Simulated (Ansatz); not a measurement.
# Te (P3_121, 3 atoms in the cell): zone-centre modes under pressure

Aim: how do the optical modes of Te (P3_121, 3 atoms in the cell) move with volume?

Program: Ansatz 0.2.0. Level of theory: DFT LDA, scalar-relativistic, plane waves, PAW; PAW set soft_1. Results are calculated unless marked as measured.

Experimental background.

For Te, trigonal (pure bulk crystalline Te in air, 300 K), “Anomalous Raman Modes in Tellurides” (2021, arxiv:2102.11580) gives, by Raman scattering, 632.8 nm: Raman mode (A1) about 120 cm⁻¹.

Report form: the programs' logs are mostly left out.

The database entry behind the starting cell differs from later determinations by our own check (inner coordinate of an old entry), so it need not match the best structure at ambient conditions.

## Step 1: The structure

It takes space group P3_121 (No. 152, trigonal). Conventional cell: a = 4.454 Å, b = 4.454 Å, c = 5.924 Å, α = 90.00°, β = 90.00°, γ = 120.00°. Nearest to Te lie 2 Te at 2.86 Å.

## Step 2: Bringing the structure to rest

The cell and atoms are relaxed, since residual forces and stress would shift the frequencies.

File input.yaml:

```yaml
crystal:
  lattice:
    - [4.454, 0.0, 0.0]
    - [-2.227, 3.8572771485, 0.0]
    - [0.0, 0.0, 5.924]
  atoms:
    - { symbol: Te, position: [0.269, 0.0, 0.33333333] }
    - { symbol: Te, position: [0.0, 0.269, 0.66666667] }
    - { symbol: Te, position: [0.731, 0.731, 0.0] }
kpoints:
  mp_grid: { grid: [9, 9, 6] }
hamiltonian:
  xc: lda
  pseudopotentials: { kind: paw, azcp: { folder: soft_1 }, xc_functional: pbe }
scf:
  occupations: { method: gaussian, width: 0.01 }
output:
  forces: true
  stress: true
  eigenvalues: true
  write_density: true
  write_potential: true
  elf: true
  volumetric_format: npy
relax:
  adjacent_minimum: "off"
  f_tol: 0.005
  max_steps: 80
  cell: { stress_tol: 0.05 }
```

Command:

```
ansatz run input.yaml --threads 4 --pin off --max-ram 10240MiB --backend cpu --events-out ev --progress --plain --runs-dir out
```

Wall time 28 s (4 threads of Arm Neoverse V2, shared host); peak memory 0.45 GiB.

Relaxation path:

```
step  energy less that of the first step (eV)  largest force component (eV/Å)  pressure (GPa)  volume (Å³)
   1                                   0.0000                          0.0569           -1.95       101.78
   2                                  -0.0405                          0.2308            1.41        93.88
   3                                  -0.0566                          0.1000            0.20        95.04
   4                                  -0.0621                          0.0230            0.01        94.28
   5                                  -0.0625                          0.0029            0.02        93.97
   6                                  -0.0625                          0.0003            0.00        93.99
  7*                                  -0.0605                          0.0005           -0.01        93.99
```

Relaxation steps marked * repeat the geometry before them on a plane-wave basis chosen anew for their cell, so energy and pressure can jump there.

The run keeps the 6 symmetry operations that it works with, so distortions that break them were not tested.

| conventional cell, symmetrised | before | after | change |
| --- | --- | --- | --- |
| a (Å) | 4.454 | 4.278 | -3.9 % |
| b (Å) | 4.454 | 4.278 | -3.9 % |
| c (Å) | 5.924 | 5.930 | +0.1 % |
| volume (Å³/atom) | 33.93 | 31.33 | -7.6 % |

The atoms that moved most (Å, as changes of fractional coordinates times the final cell):

```
atom      dx      dy     dz  length
 Te1   0.073   0.000  0.000   0.073
 Te2  -0.036   0.063  0.000   0.073
 Te3  -0.036  -0.063  0.000   0.073
```

The relaxed structure:

```xyz
3
Lattice="4.2781 0.0000 0.0000 -2.1391 3.7050 0.0000 0.0000 0.0000 5.9301" Properties=species:S:1:pos:R:3 pbc="T T T"
Te    1.2238    0.0000    1.9767
Te   -0.6119    1.0598    3.9534
Te    1.5272    2.6451    0.0000
```

This step gave:

- pressure: -0.007889 GPa
- volume per atom: 31.33 Å³
- gap on the k-mesh: 0 eV

Electrostatic potential energy in the ac plane at fractional y = 0.286, with atoms of Te within 0.2 Å of it. With pseudopotentials it is smooth inside the atoms' cores, unlike the true potential.

Values in eV, 19 rows by 14 columns, each cell a mean:
```
 12  12  12  13  13  12  12  12  12  12  13  13  12  12
  9  10  11  12  12  12  12  12  12  13  12  12  10   9
 -2   2   7  10  12  13  13  13  13  12  11   9   4   0
-21 -18  -6   6  10  12  13  13  13  12   9   2 -12 -20
 -6 -17 -20  -2   9  12  13  13  13  11   6  -9 -22 -13
 13   4 -22  -9   7  12  13  13  13  10   3 -17 -14  10
 13   4 -22 -10   7  11  13  13  13  10   3 -17 -13  10
 -5 -16 -21  -3   8  11  12  13  12  11   6  -9 -22 -12
-21 -19  -7   4   9  11  11  12  12  12   9   2 -12 -20
 -2   1   6   8   9   9   9  10  11  12  11   9   5   0
  9   9  10   9   7   5   5   6   9  11  12  12  10   9
 12  11  11   9   5   1   0   3   7  10  12  13  12  12
 13  12  11   8   4  -1  -2   2   6  10  12  13  13  13
 13  13  12   9   6   2   1   4   8  11  12  13  13  14
 14  13  12  11   9   7   7   8  10  12  13  13  14  14
 14  13  13  12  11  10  10  10  11  12  13  13  14  14
 14  13  13  13  12  11  11  11  12  12  13  13  14  14
 13  13  13  13  12  12  11  11  12  12  13  13  13  13
 13  13  13  13  13  12  12  11  12  12  13  13  13  13
```
Columns run along a (4.3 Å; values clipped at the 3rd and 97th percentile), rows up along c (5.9 Å). Atoms in or near the plane, at fractional coordinates: Te at (0.00, 0.67).

ELF in the ac plane at fractional y = 0.286, with atoms of Te within 0.2 Å of it. It is the smooth field of the valence electrons, not physical close to the nuclei.

Values, 19 rows by 14 columns, each cell a mean:
```
0.21 0.19 0.14 0.11 0.11 0.19 0.28 0.36 0.33 0.24 0.15 0.12 0.14 0.18
0.42 0.42 0.35 0.23 0.15 0.16 0.22 0.29 0.26 0.20 0.16 0.20 0.29 0.37
0.50 0.54 0.57 0.48 0.29 0.16 0.14 0.16 0.16 0.17 0.25 0.38 0.45 0.48
0.39 0.45 0.55 0.61 0.49 0.23 0.11 0.09 0.12 0.24 0.42 0.50 0.46 0.41
0.15 0.24 0.44 0.59 0.60 0.33 0.12 0.07 0.14 0.38 0.55 0.52 0.37 0.21
0.04 0.09 0.32 0.53 0.61 0.39 0.14 0.07 0.19 0.51 0.62 0.50 0.23 0.06
0.04 0.09 0.31 0.51 0.58 0.37 0.15 0.08 0.20 0.55 0.65 0.51 0.23 0.06
0.14 0.23 0.40 0.52 0.52 0.33 0.18 0.12 0.18 0.47 0.66 0.59 0.38 0.20
0.38 0.41 0.48 0.53 0.47 0.35 0.28 0.21 0.20 0.33 0.57 0.64 0.53 0.43
0.49 0.48 0.50 0.50 0.47 0.46 0.45 0.41 0.32 0.26 0.37 0.55 0.59 0.54
0.42 0.41 0.42 0.48 0.53 0.54 0.55 0.56 0.50 0.34 0.24 0.29 0.40 0.44
0.22 0.26 0.37 0.51 0.57 0.58 0.58 0.61 0.61 0.47 0.24 0.15 0.16 0.19
0.10 0.19 0.38 0.55 0.60 0.61 0.61 0.65 0.67 0.56 0.29 0.11 0.06 0.06
0.07 0.16 0.37 0.55 0.63 0.64 0.65 0.68 0.67 0.54 0.28 0.09 0.04 0.03
0.05 0.12 0.28 0.47 0.59 0.64 0.66 0.65 0.58 0.40 0.20 0.07 0.03 0.02
0.04 0.08 0.17 0.30 0.42 0.49 0.51 0.48 0.38 0.24 0.12 0.05 0.03 0.03
0.04 0.05 0.08 0.14 0.22 0.28 0.31 0.29 0.24 0.16 0.10 0.05 0.04 0.03
0.05 0.05 0.05 0.08 0.13 0.20 0.25 0.27 0.25 0.19 0.12 0.07 0.05 0.05
0.08 0.07 0.06 0.07 0.11 0.20 0.28 0.33 0.31 0.23 0.14 0.08 0.07 0.08
```
Columns run along a (4.3 Å), rows up along c (5.9 Å). Atoms in or near the plane, at fractional coordinates: Te at (0.00, 0.67).

Valence density in the ac plane at fractional y = 0.286, with atoms of Te within 0.2 Å of it. It is the smooth field of the valence electrons, not physical close to the nuclei.

Values in e/Å³, 19 rows by 14 columns, each cell a mean:
```
 0  0  0  0  0  0  0  0  0  0  0  0  0  0
 0  0  0  0  0  0  0  0  0  0  0  0  0  0
 0  0  0  0  0  0  0  0  0  0  0  0  0  0
 2  1  1  0  0  0  0  0  0  0  0  0  1  1
 6  4  1  0  0  0  0  0  0  0  0  1  2  5
15  9  3  1  0  0  0  0  0  0  0  1  5 12
15  9  3  1  0  0  0  0  0  0  0  1  5 12
 7  4  1  1  0  0  0  0  0  0  0  1  2  5
 2  1  1  0  0  0  0  0  0  0  0  0  1  1
 0  0  0  0  0  0  0  0  0  0  0  0  0  0
 0  0  0  0  0  0  0  0  0  0  0  0  0  0
 0  0  0  0  0  0  0  0  0  0  0  0  0  0
 0  0  0  0  0  0  1  0  0  0  0  0  0  0
 0  0  0  0  0  0  0  0  0  0  0  0  0  0
 0  0  0  0  0  0  0  0  0  0  0  0  0  0
 0  0  0  0  0  0  0  0  0  0  0  0  0  0
 0  0  0  0  0  0  0  0  0  0  0  0  0  0
 0  0  0  0  0  0  0  0  0  0  0  0  0  0
 0  0  0  0  0  0  0  0  0  0  0  0  0  0
```
Columns run along a (4.3 Å), rows up along c (5.9 Å). Atoms in or near the plane, at fractional coordinates: Te at (0.00, 0.67).

In this step the volume went from 33.93 to 31.33 Å³/atom.

## Step 3: Relaxation

The relaxation is repeated from its end, on the mesh and smearing that suit the cell and gap now reached.

input.yaml, the sections that differ from step 2:

```yaml
crystal:
  lattice:
    - [4.2781258525, 0.0, 0.0]
    - [-2.1390629263, 3.7049656689, 0.0]
    - [0.0, 0.0, 5.9301254358]
  atoms:
    - { symbol: Te, position: [0.2860550691, 0.0, 0.3333333333] }
    - { symbol: Te, position: [0.0, 0.2860550691, 0.6666666667] }
    - { symbol: Te, position: [0.7139449309, 0.7139449309, 0.0] }
kpoints:
  mp_grid: { grid: [12, 12, 8] }
scf:
  occupations: { method: gaussian, width: 0.1 }
# hamiltonian, output, relax: as in step 2
```

It took 23 s on 4 threads; peak memory 0.55 GiB.

Little changed from the start: no atom moved by 0.005 Å and no cell edge by 0.1 %.

Numbers from this step:

* pressure: 0.007195 GPa
* volume per atom: 31.31 Å³

In this step the volume went from 31.33 to 31.31 Å³/atom.

## Step 4: Tight relaxation

Phonons need small forces and stress, so the relaxation is finished with tight tolerances on 12×12×8 k points.

input.yaml, the sections that differ from step 3:

```yaml
crystal:
  lattice:
    - [4.2781346207, 0.0, 0.0]
    - [-2.1390673104, 3.7049732623, 0.0]
    - [0.0, 0.0, 5.9263386764]
  atoms:
    - { symbol: Te, position: [0.2863692329, 0.0, 0.3333333333] }
    - { symbol: Te, position: [0.0, 0.2863692329, 0.6666666667] }
    - { symbol: Te, position: [0.7136307671, 0.7136307671, 0.0] }
scf:
  occupations: { method: methfessel_paxton, width: 0.2 }
output:
  forces: true
  stress: true
  eigenvalues: true
relax:
  adjacent_minimum: "off"
  f_tol: 0.001
  max_steps: 60
  cell: { stress_tol: 0.01 }
# kpoints, hamiltonian: as in step 3
```

Wall time 21 s (4 threads); peak memory 0.55 GiB.

Little changed from the start: no atom moved by 0.005 Å and no cell edge by 0.1 %.

This step gave:

| Quantity | Value |
| --- | --- |
| pressure | -0.003550 GPa |
| volume per atom | 31.32 Å³ |

The largest force component left is 0.72 meV/Å and the pressure is -0.004 GPa, within the tolerances set. The cell now holds 31.32 Å³/atom.

## Step 5: Modes at rest

Phonons follow from the second derivative of the energy, found here by linear response.

The modes at rest are the reference of the series.

input.yaml, the sections that differ from step 4:

```yaml
crystal:
  lattice:
    - [4.2773779553, 0.0, 0.0]
    - [-2.1386889777, 3.7043179709, 0.0]
    - [0.0, 0.0, 5.9293064918]
  atoms:
    - { symbol: Te, position: [0.2862315165, 0.0, 0.3333333333] }
    - { symbol: Te, position: [0.0, 0.2862315165, 0.6666666667] }
    - { symbol: Te, position: [0.7137684835, 0.7137684835, 0.0] }
output:
  eigenvalues: true
phonons:
  method: dfpt
# kpoints, hamiltonian, scf: as in step 4
# relax: removed
```

Elapsed: 71 s, on 4 threads; peak memory 2.4 GiB; 4.5 min of CPU time.

This step gave:

- sum-rule residual before enforcement: 1.14e-4 eV/Å²
- point group: 32
- highest optical mode at the zone centre (no LO-TO term): 126.7 cm⁻¹
- lowest optical zone-centre mode: 81.42 cm⁻¹

Patterns of degenerate modes are one choice out of their space. Modes at Γ:

```
mode  frequency (cm⁻¹)  symmetry
   1               0.0  acoustic
   2               0.0  acoustic
   3               0.0  acoustic
   4              81.4         E
   5              81.4         E
   6              89.7        A2
   7              96.8        A1
   8             126.7         E
   9             126.7         E
```

Displacements in mode 4 (81.4 cm⁻¹), the largest set to 1:
```
Te1 -0.17  1.00 -0.27
Te2  0.95 -0.35  0.17
Te3 -0.78 -0.65  0.09
```

Displacements in mode 6 (89.7 cm⁻¹), the largest set to 1:
```
Te1  0.00  1.00  0.00
Te2 -0.87 -0.50  0.00
Te3  0.87 -0.50  0.00
```

Before it was imposed, the acoustic sum rule was missed by 1.1e-4 eV/Å². Small misses are needed for a sound result but don't prove that mesh and cutoff are converged. The lowest optical mode is real, 81.4 cm⁻¹.

## Step 6: A member of the series: 1.06 times the volume at rest

The cell is set to 1.06 times the volume at rest, and shape and atoms relax at that volume.

input.yaml, the sections that differ from step 5:

```yaml
crystal:
  lattice:
    - [4.3897265979, 0.0, 0.0]
    - [-2.1948632989, 3.8016147495, 0.0]
    - [0.0, 0.0, 5.967467666]
  atoms:
    - { symbol: Te, position: [0.2790382617, 0.0, 0.3333333333] }
    - { symbol: Te, position: [0.0, 0.2790382617, 0.6666666667] }
    - { symbol: Te, position: [0.7209617383, 0.7209617383, 0.0] }
output:
  forces: true
  stress: true
  eigenvalues: true
relax:
  adjacent_minimum: "off"
  f_tol: 0.001
  max_steps: 60
  cell: { stress_tol: 0.01, fix: [volume] }
# kpoints, hamiltonian, scf: as in step 5
# phonons: removed
```

Elapsed: 36 s, on 4 threads; peak memory 0.57 GiB; 2.4 min of CPU time.

The steps of the relaxation:

```csv
step,energy less that of the first step (eV),largest force component (eV/Å),pressure (GPa),volume (Å³)
1,0.0000,0.0772,-2.19,99.59
2,-0.0026,0.0145,-1.83,99.59
3,-0.0027,0.0015,-1.73,99.59
4,-0.0027,0.0000,-1.74,99.59
5*,-0.0027,0.0000,-1.74,99.59
```

Relaxation steps marked * repeat the geometry before them on a plane-wave basis chosen anew for their cell, so energy and pressure can jump there.

The run keeps the 6 symmetry operations that it works with, so distortions that break them were not tested.

| conventional cell, symmetrised | before | after | change |
| --- | --- | --- | --- |
| a (Å) | 4.390 | 4.404 | +0.3 % |
| b (Å) | 4.390 | 4.404 | +0.3 % |
| c (Å) | 5.967 | 5.929 | -0.6 % |
| volume (Å³/atom) | 33.20 | 33.20 | +0.0 % |

The atoms that moved most (Å, as changes of fractional coordinates times the final cell):

```csv
atom,dx,dy,dz,length
Te3,0.008,0.014,0.000,0.016
Te2,0.008,-0.014,0.000,0.016
Te1,-0.016,0.000,0.000,0.016
```

Final coordinates:

```xyz
3
Lattice="4.4039 0.0000 0.0000 -2.2020 3.8139 0.0000 0.0000 0.0000 5.9291" Properties=species:S:1:pos:R:3 pbc="T T T"
Te    1.2128    0.0000    1.9764
Te   -0.6064    1.0503    3.9527
Te    1.5956    2.7636    0.0000
```

This step gave:

```yaml
pressure: -1.736 GPa
volume_per_atom: 33.20 Å³
```

The largest force component left is 0.016 meV/Å, at a pressure of -1.74 GPa.

## Step 7: Zone-centre modes of the member: 1.06 times the volume at rest

The zone-centre modes follow for 1.06 times the volume at rest.

input.yaml, the sections that differ from step 6:

```yaml
crystal:
  lattice:
    - [4.403920201, 0.0, 0.0]
    - [-2.2019601005, 3.8139067704, 0.0]
    - [0.0, 0.0, 5.9290639837]
  atoms:
    - { symbol: Te, position: [0.2753931604, 0.0, 0.3333333333] }
    - { symbol: Te, position: [0.0, 0.2753931604, 0.6666666667] }
    - { symbol: Te, position: [0.7246068396, 0.7246068396, 0.0] }
output:
  eigenvalues: true
phonons:
  method: dfpt
# kpoints, hamiltonian, scf: as in step 6
# relax: removed
```

The job ended after 85 s (4 threads; peak memory 2.6 GiB).

Numbers from this step:

```yaml
sum_rule_residual_before_enforcement: 2.16e-5 eV/Å²
highest_optical_mode_at_the_zone_centre_no_lo_to_term: 127.5 cm⁻¹
lowest_optical_zone_centre_mode: 81.72 cm⁻¹
```

Patterns of degenerate modes are one choice out of their space. Modes at Γ:

| mode | frequency (cm⁻¹) | symmetry |
| --- | --- | --- |
| 1 | 0.0 | acoustic |
| 2 | 0.0 | acoustic |
| 3 | 0.0 | acoustic |
| 4 | 81.7 | E |
| 5 | 81.7 | E |
| 6 | 86.9 | A2 |
| 7 | 102.5 | A1 |
| 8 | 127.5 | E |
| 9 | 127.5 | E |

The lowest optical mode is real, 81.7 cm⁻¹, and the highest lies at 127.5 cm⁻¹.

## Step 8: Relaxation of a member: 0.9 times the volume at rest

The cell is set to 0.9 times the volume at rest, and shape and atoms relax at that volume.

input.yaml, the sections that differ from step 7:

```yaml
crystal:
  lattice:
    - [4.0755564975, 0.0, 0.0]
    - [-2.0377782487, 3.5295354614, 0.0]
    - [0.0, 0.0, 5.8779762547]
  atoms:
    - { symbol: Te, position: [0.2996788245, 0.0, 0.3333333333] }
    - { symbol: Te, position: [0.0, 0.2996788245, 0.6666666667] }
    - { symbol: Te, position: [0.7003211755, 0.7003211755, 0.0] }
output:
  forces: true
  stress: true
  eigenvalues: true
relax:
  adjacent_minimum: "off"
  f_tol: 0.001
  max_steps: 60
  cell: { stress_tol: 0.01, fix: [volume] }
# kpoints, hamiltonian, scf: as in step 7
# phonons: removed
```

Run time: 28 s. Hardware: 4 threads; peak memory 0.53 GiB.

(Continued in part 2 of 2.)

[Logs are printed without paths, hosts, clocks, repeated set-up lines and the standing remarks that a program may print on its own settings, such as how far it seeks lower states.]

[Hosts, paths, dates, database ids (printed as entryN), source tags and the programs' standing remarks are cut or masked in the printed files.]
